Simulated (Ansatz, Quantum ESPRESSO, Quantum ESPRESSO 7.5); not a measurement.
**Ballistic transmission: Co chain with one atom pushed 0.5 Å aside at constant bond length**

Wanted: the transmission near the Fermi level and the conductance of this junction: Co chain with one atom pushed 0.5 Å aside at constant bond length.

Method: plane-wave DFT, LDA, GBRV ultrasoft pseudopotentials (cross-check by Ansatz 0.2.0 with PAW datasets), in Quantum ESPRESSO 7.5.

### Step 1. The structure

The cell holds 11 atoms: 11 Co. Cell: a = 7.500 Å, b = 7.500 Å, c = 23.532 Å, α = 90.0°, β = 90.0°, γ = 90.0°. Regions: left lead, 5 atoms (5 Co); channel, 1 atom (1 Co); right lead, 5 atoms (5 Co). Vacuum lies along a and b. The structure is stacked along c, and the current runs across the ab planes.

### Step 2. Self-consistent run

One periodic cell holds a stretch of lead, the junction and more lead; the atoms stay as built.

File scf.in:

```
&control
  prefix = 'scf'
  outdir = './out'
  pseudo_dir = './pseudo'
  calculation = 'scf'
  tprnfor = .true.
/
&system
  ibrav = 0
  nat = 11
  ntyp = 1
  ecutwfc = 34
  ecutrho = 170
  occupations = 'smearing'
  smearing = 'mv'
  degauss = 0.01
  nspin = 2
  starting_magnetization(1) = 0.33
/
&electrons
  conv_thr = 1e-07
  mixing_beta = 0.25
  electron_maxstep = 120
  mixing_mode = 'local-TF'
/
ATOMIC_SPECIES
  Co  58.9332  co_lda_v1.2.uspp.F.UPF
CELL_PARAMETERS angstrom
  7.50000000000000 0.00000000000000 0.00000000000000
  0.00000000000000 7.50000000000000 0.00000000000000
  0.00000000000000 0.00000000000000 23.53210473326530
ATOMIC_POSITIONS crystal
  Co  0.500000000000 0.500000000000 0.000000000000
  Co  0.500000000000 0.500000000000 0.091364543222
  Co  0.500000000000 0.500000000000 0.182729086443
  Co  0.500000000000 0.500000000000 0.274093629665
  Co  0.500000000000 0.500000000000 0.365458172887
  Co  0.566666667000 0.500000000000 0.454317728389
  Co  0.500000000000 0.500000000000 0.543177283891
  Co  0.500000000000 0.500000000000 0.634541827113
  Co  0.500000000000 0.500000000000 0.725906370335
  Co  0.500000000000 0.500000000000 0.817270913557
  Co  0.500000000000 0.500000000000 0.908635456778
K_POINTS automatic
  1 1 3 0 0 0
```

Run with:

```console
> OMP_NUM_THREADS=1 mpirun -n 4 pw.x -nk 1 -in scf.in > scf.out
```

Log:

```text
Program PWSCF v.7.5 starts
[citation notice left out]

     Parallel version (MPI & OpenMP), running on       4 processor cores
     Number of MPI processes:                 4
     Threads/MPI process:                     1

     MPI processes distributed on     1 nodes
[...]
Current dimensions of program PWSCF are:
     Max number of different atomic species (ntypx) = 10
     Max number of k-points (npk) =  40000
     Max angular momentum in pseudopotentials (lmaxx) =  4
     Message from routine setup:
     using ibrav=0 with symmetry is DISCOURAGED, use correct ibrav instead

     R & G space division:  proc/nbgrp/npool/nimage =       4
     Subspace diagonalization in iterative solution of the eigenvalue problem:
     a serial algorithm will be used

     Parallelization info
     --------------------
     sticks:   dense  smooth     PW     G-vecs:    dense   smooth      PW
     Min         677     544    138                83629    59818    7678
     Max         678     545    139                83644    59827    7687
     Sum        2709    2177    553               334533   239285   30723

     Using Slab Decomposition

     bravais-lattice index     =            0
     lattice parameter (alat)  =      14.1729  a.u.
     unit-cell volume          =    8932.6414 (a.u.)^3
     number of atoms/cell      =           11
     number of atomic types    =            1
     number of electrons       =       187.00
     number of Kohn-Sham states=          113
     kinetic-energy cutoff     =      34.0000  Ry
     charge density cutoff     =     170.0000  Ry
     scf convergence threshold =      1.0E-07
     mixing beta               =       0.2500
     number of iterations used =            8  local-TF  mixing
     Exchange-correlation= SLA  PZ   NOGX NOGC
                           (   1   1   0   0   0   0   0)

     celldm(1)=  14.172946  celldm(2)=   0.000000  celldm(3)=   0.000000
     celldm(4)=   0.000000  celldm(5)=   0.000000  celldm(6)=   0.000000

     crystal axes: (cart. coord. in units of alat)
               a(1) = (   1.000000   0.000000   0.000000 )
               a(2) = (   0.000000   1.000000   0.000000 )
               a(3) = (   0.000000   0.000000   3.137614 )

     reciprocal axes: (cart. coord. in units 2 pi/alat)
               b(1) = (  1.000000  0.000000  0.000000 )
               b(2) = (  0.000000  1.000000  0.000000 )
               b(3) = (  0.000000  0.000000  0.318714 )

     PseudoPot. # 1 for Co read from file:
     ./pseudo/co_lda_v1.2.uspp.F.UPF
     Pseudo is Ultrasoft + core correction, Zval = 17.0
     Generated by new atomic code, or converted to UPF format
     Using radial grid of  863 points,  6 beta functions with:
                l(1) =   0
                l(2) =   0
                l(3) =   1
                l(4) =   1
                l(5) =   2
                l(6) =   2
     Q(r) pseudized with  8 coefficients,  rinner =    1.200   1.200   1.200
                                                       1.200   1.200

     atomic species   valence    mass     pseudopotential
     Co               17.00    58.93320     Co( 1.00)

     Starting magnetic structure
     atomic species   magnetization
     Co              0.330

      2 Sym. Ops. (no inversion) found

   Cartesian axes

     site n.     atom                  positions (alat units)
         1        Co     tau(   1) = (   0.5000000   0.5000000   0.0000000  )
         2        Co     tau(   2) = (   0.5000000   0.5000000   0.2866667  )
         3        Co     tau(   3) = (   0.5000000   0.5000000   0.5733333  )
         4        Co     tau(   4) = (   0.5000000   0.5000000   0.8600000  )
         5        Co     tau(   5) = (   0.5000000   0.5000000   1.1466667  )
         6        Co     tau(   6) = (   0.5666667   0.5000000   1.4254736  )
         7        Co     tau(   7) = (   0.5000000   0.5000000   1.7042806  )
         8        Co     tau(   8) = (   0.5000000   0.5000000   1.9909473  )
         9        Co     tau(   9) = (   0.5000000   0.5000000   2.2776140  )
        10        Co     tau(  10) = (   0.5000000   0.5000000   2.5642806  )
        11        Co     tau(  11) = (   0.5000000   0.5000000   2.8509473  )

     number of k points=     2  Marzari-Vanderbilt smearing, width (Ry)=  0.0100
                       cart. coord. in units 2pi/alat
        k(    1) = (   0.0000000   0.0000000   0.0000000), wk =   0.3333333
        k(    2) = (   0.0000000   0.0000000   0.1062378), wk =   0.6666667

     Dense  grid:   334533 G-vectors     FFT dimensions: (  60,  60, 192)

     Smooth grid:   239285 G-vectors     FFT dimensions: (  54,  54, 180)

     Estimated max dynamical RAM per process >     444.94 MB

     Estimated total dynamical RAM >       1.74 GB

     Check: negative core charge=   -0.000014
     Generating pointlists ...
     new r_m :   0.1182 (alat units)  1.6760 (a.u.) for type    1

     Initial potential from superposition of free atoms

     starting charge     175.9999, renormalised to     187.0000

     negative rho (up, down):  7.905E-03 3.982E-03
     Starting wfcs are  143 randomized atomic wfcs

     total cpu time spent up to now is        3.9 secs

     per-process dynamical memory:   136.9 Mb

     Self-consistent Calculation

     iteration #  1     ecut=    34.00 Ry     beta= 0.25
     Davidson diagonalization with overlap
     ethr =  1.00E-02,  avg # of iterations =  9.0

     negative rho (up, down):  1.107E-01 3.890E-04

     total cpu time spent up to now is       15.7 secs

     total energy              =   -3262.74518307 Ry
     estimated scf accuracy    <     362.89117984 Ry

     total magnetization       =    13.33 Bohr mag/cell
     absolute magnetization    =    21.41 Bohr mag/cell

     iteration #  2     ecut=    34.00 Ry     beta= 0.25
[...]
negative rho (up, down):  1.956E-01 7.768E-03

[...]
total energy              =   -3273.13601972 Ry
     estimated scf accuracy    <      29.09112078 Ry

     total magnetization       =    27.50 Bohr mag/cell
     absolute magnetization    =    31.12 Bohr mag/cell

     iteration #  3     ecut=    34.00 Ry     beta= 0.25
[...]
negative rho (up, down):  1.372E-01 3.293E-03

[...]
total energy              =   -3277.11970395 Ry
     estimated scf accuracy    <       2.07405970 Ry

     total magnetization       =    17.71 Bohr mag/cell
     absolute magnetization    =    19.39 Bohr mag/cell

[...]
absolute magnetization    =    24.22 Bohr mag/cell

     iteration # 39     ecut=    34.00 Ry     beta= 0.25
[...]
negative rho (up, down):  2.023E-05 0.000E+00

[...]
total energy              =   -3278.59109764 Ry
     estimated scf accuracy    <       0.00000021 Ry

     total magnetization       =    23.80 Bohr mag/cell
     absolute magnetization    =    24.22 Bohr mag/cell

     iteration # 40     ecut=    34.00 Ry     beta= 0.25
[...]
negative rho (up, down):  1.964E-05 0.000E+00

     Magnetic moment per site  (integrated on atomic sphere of radius R)
     atom   1 (R=0.118)  charge= 14.7998  magn=  2.0305
     atom   2 (R=0.118)  charge= 14.7968  magn=  2.0291
     atom   3 (R=0.118)  charge= 14.7995  magn=  2.0306
     atom   4 (R=0.118)  charge= 14.7976  magn=  2.0266
     atom   5 (R=0.118)  charge= 14.7990  magn=  2.0204
     atom   6 (R=0.118)  charge= 14.8018  magn=  2.0038
     atom   7 (R=0.118)  charge= 14.7976  magn=  2.0202
     atom   8 (R=0.118)  charge= 14.8003  magn=  2.0267
     atom   9 (R=0.118)  charge= 14.7963  magn=  2.0304
     atom  10 (R=0.118)  charge= 14.8003  magn=  2.0294
     atom  11 (R=0.118)  charge= 14.7964  magn=  2.0303

[...]
End of self-consistent calculation

 ------ SPIN UP ------------

          k = 0.0000 0.0000 0.0000 ( 29955 PWs)   bands (ev):

   -98.0610 -98.0533 -98.0468 -98.0269 -98.0261 -97.9992 -97.9930 -97.9692
   -97.9677 -97.9551 -97.9431 -62.0403 -62.0346 -61.9356 -61.9329 -61.7725
   -61.7552 -61.7188 -61.7164 -61.7131 -61.7117 -61.7062 -61.7036 -61.6932
   -61.6920 -61.6901 -61.6802 -61.6731 -61.6679 -61.6675 -61.6580 -61.6528
   -61.6515 -61.6513 -61.6447 -61.6430 -61.6422 -61.6264 -61.6255 -61.5509
   -61.5421 -61.4071 -61.4008 -61.3480  -7.6414  -7.3326  -7.2459  -6.4367
    -6.3756  -6.2070  -6.1889  -6.1807  -6.1030  -5.9071  -5.8859  -5.8752
    -5.7618  -5.4602  -5.4413  -5.3739  -5.3480  -5.1620  -5.1570  -5.1169
    -5.1129  -5.1005  -5.0827  -5.0073  -4.9999  -4.9812  -4.9776  -4.9737
    -4.9588  -4.9392  -4.8242  -4.8181  -4.8173  -4.8133  -4.8058  -4.7996
    -4.6994  -4.6799  -4.6733  -4.6606  -4.5906  -4.5809  -4.5650  -4.5552
    -4.5263  -4.5093  -4.4811  -4.4568  -4.2725  -4.2704  -4.1455  -4.1209
    -3.8843  -3.8585  -3.8342  -3.8118  -3.6202  -3.6075  -3.5535  -3.5280
    -3.2133  -3.1891  -1.3617  -1.2798  -0.6864  -0.6754  -0.2574  -0.2572
    -0.2355

          k = 0.0000 0.0000 0.1062 ( 29902 PWs)   bands (ev):

   -98.0607 -98.0548 -98.0434 -98.0347 -98.0173 -98.0065 -97.9857 -97.9766
   -97.9619 -97.9567 -97.9430 -62.0494 -62.0132 -61.9785 -61.8821 -61.8245
   -61.7188 -61.7172 -61.7134 -61.7121 -61.7109 -61.7050 -61.6988 -61.6958
   -61.6941 -61.6848 -61.6793 -61.6778 -61.6706 -61.6631 -61.6610 -61.6569
   -61.6530 -61.6469 -61.6447 -61.6440 -61.6407 -61.6263 -61.6242 -61.5944
   -61.4934 -61.4443 -61.3735 -61.3542  -7.6091  -7.4718  -7.0388  -6.7284
    -6.2290  -6.2077  -6.1545  -6.1263  -6.0249  -6.0057  -5.9594  -5.7400
    -5.7150  -5.5932  -5.5583  -5.3145  -5.1986  -5.1735  -5.1544  -5.1462
    -5.1306  -5.1269  -5.0596  -5.0499  -5.0346  -5.0288  -4.9576  -4.9345
    -4.9269  -4.9069  -4.8971  -4.8903  -4.8035  -4.8011  -4.7432  -4.7416
    -4.6959  -4.6691  -4.6678  -4.6603  -4.6185  -4.6039  -4.5714  -4.5661
    -4.5458  -4.5406  -4.4898  -4.3878  -4.3100  -4.2463  -4.0830  -4.0189
    -3.9987  -3.9123  -3.7343  -3.6931  -3.6878  -3.6475  -3.5739  -3.5711
    -3.5396  -2.6608  -2.0234  -0.7192  -0.6317  -0.5200  -0.4748  -0.4656
     0.0631

 ------ SPIN DOWN ----------

          k = 0.0000 0.0000 0.0000 ( 29955 PWs)   bands (ev):

   -95.4929 -95.4836 -95.4834 -95.4589 -95.4583 -95.4268 -95.4246 -95.3955
   -95.3953 -95.3780 -95.3765 -59.6783 -59.6753 -59.5659 -59.5635 -59.3810
   -59.3716 -59.2236 -59.2232 -59.2203 -59.2177 -59.2154 -59.2142 -59.2040
   -59.2013 -59.1990 -59.1981 -59.1883 -59.1845 -59.1759 -59.1738 -59.1672
   -59.1624 -59.1531 -59.1527 -59.1475 -59.1423 -59.1408 -59.1379 -59.1349
   -59.1241 -58.9952 -58.9860 -58.9299  -6.4825  -6.1276  -6.0727  -5.0523
    -5.0074  -4.4493  -4.4478  -4.4216  -4.3572  -4.1847  -4.1343  -4.1119
    -4.0693  -3.9213  -3.7856  -3.7765  -3.6721  -3.6637  -3.5647  -3.5435
    -3.2928  -3.2889  -3.2187  -3.1931  -3.1569  -3.1563  -3.1061  -3.1010
    -3.0787  -3.0753  -2.9476  -2.9439  -2.9431  -2.9413  -2.8188  -2.8160
    -2.7930  -2.7790  -2.6616  -2.6579  -2.6483  -2.6442  -2.5366  -2.5324
    -2.4818  -2.4740  -2.4662  -2.4642  -2.3852  -2.3842  -2.3638  -2.3622
    -2.1652  -2.1499  -1.9073  -1.8650  -1.8566  -1.8149  -1.6070  -1.5895
    -1.4255  -1.3307  -0.9058  -0.7771  -0.4691  -0.4369   0.1204   0.1414
     0.1669

          k = 0.0000 0.0000 0.1062 ( 29902 PWs)   bands (ev):

   -95.4919 -95.4885 -95.4766 -95.4682 -95.4481 -95.4368 -95.4148 -95.4045
   -95.3876 -95.3816 -95.3750 -59.6897 -59.6506 -59.6129 -59.5076 -59.4441
   -59.3076 -59.2448 -59.2231 -59.2224 -59.2200 -59.2186 -59.2115 -59.2107
   -59.2055 -59.2014 -59.1909 -59.1893 -59.1828 -59.1782 -59.1702 -59.1668
   -59.1595 -59.1579 -59.1554 -59.1474 -59.1454 -59.1427 -59.1403 -59.1373
   -59.0842 -59.0333 -58.9583 -58.9362  -6.4430  -6.3066  -5.8133  -5.4509
    -4.5823  -4.4714  -4.4559  -4.3641  -4.3332  -4.2579  -4.2498  -4.0244
    -3.9788  -3.9584  -3.8825  -3.8478  -3.7664  -3.6543  -3.6210  -3.4374
    -3.4103  -3.3281  -3.1650  -3.1598  -3.1503  -3.1397  -3.1119  -3.0817
    -3.0628  -3.0334  -3.0112  -2.9742  -2.9522  -2.8478  -2.8465  -2.8120
    -2.8053  -2.7541  -2.7331  -2.6622  -2.6385  -2.5644  -2.5628  -2.5094
    -2.4957  -2.4398  -2.4134  -2.3868  -2.3822  -2.3608  -2.3398  -2.2643
    -2.2210  -2.1359  -2.0457  -1.9204  -1.7224  -1.6936  -1.6363  -1.6096
    -1.5261  -1.4243  -1.3718  -0.4186  -0.3675  -0.1728  -0.1321  -0.0459
     0.4735

     the Fermi energy is    -2.7437 ev

!    total energy              =   -3278.59109760 Ry
     estimated scf accuracy    <       0.00000007 Ry
     smearing contrib. (-TS)   =      -0.00084571 Ry
     internal energy E=F+TS    =   -3278.59025189 Ry

     The total energy is F=E-TS. E is the sum of the following terms:
     one-electron contribution =   -5250.21383935 Ry
     hartree contribution      =    2602.21860666 Ry
     xc contribution           =    -352.38293024 Ry
     ewald contribution        =    -278.21208896 Ry

     total magnetization       =    23.80 Bohr mag/cell
     absolute magnetization    =    24.22 Bohr mag/cell

     convergence has been achieved in  40 iterations

     negative rho (up, down):  1.964E-05 0.000E+00

     Forces acting on atoms (cartesian axes, Ry/au):

     atom    1 type  1   force =     0.00011751    0.00000000   -0.00144733
     atom    2 type  1   force =     0.00001856    0.00000000    0.00159479
     atom    3 type  1   force =    -0.00057708    0.00000000   -0.00163963
     atom    4 type  1   force =     0.00389627    0.00000000    0.00118407
     atom    5 type  1   force =    -0.00599716    0.00000000    0.00420620
     atom    6 type  1   force =     0.00508344    0.00000000   -0.00004571
     atom    7 type  1   force =    -0.00599029    0.00000000   -0.00420068
     atom    8 type  1   force =     0.00389387    0.00000000   -0.00108015
     atom    9 type  1   force =    -0.00057981    0.00000000    0.00162583
     atom   10 type  1   force =     0.00001834    0.00000000   -0.00157704
     atom   11 type  1   force =     0.00011635    0.00000000    0.00137964

     Total force =     0.013454     Total SCF correction =     0.000556

[...]
=------------------------------------------------------------------------------=
   JOB DONE.
=------------------------------------------------------------------------------=
```

The job ended after 4 min (4 MPI ranks of AMD EPYC 7B13 (Zen 3), shared host; peak memory 1.9 GiB; 16 min of CPU time).

This step gave:

| Property | Result |
| --- | --- |
| free energy | -44607.5043 eV |
| Fermi energy | -2.744 eV |
| magnetization | 23.8 μB |
| absolute magnetization | 24.22 μB |

The program's own clock; routines nest. Time by routine:

```
     routine  wall time (s)  calls
       PWSCF          237.5      1
   electrons          232.1      1
     c_bands          157.8     40
     cegterg          151.6    160
       h_psi          92.79    455
        fftw          75.61  97554
    vloc_psi          68.04    455
    sum_band          43.47     40
      calbec          17.63    631
        newd          16.12     41
     mix_rho          13.64     40
h_psi:calbec          11.83    455
       s_psi          10.41    455
  add_vuspsi           10.4    455
```

The run needed 40 iterations to bring the estimated error under 1e-07 Ry; the largest force on any atom, held or free, is 0.19 eV/Å. The cell keeps a moment of 23.8 μB.

(Continued in part 2 of 4.)

[Logs are printed without paths, hosts, clocks, repeated set-up lines and the standing remarks that a program may print on its own settings, such as how far it seeks lower states.]

[Hosts, paths, dates, database ids (printed as entryN), source tags and the programs' standing remarks are cut or masked in the printed files.]

[Maps of the electrostatic potential energy from Ansatz leave out the sawtooth potential of an applied field or a dipole correction, so their vacuum need not be flat; planar profiles and work functions include it.]
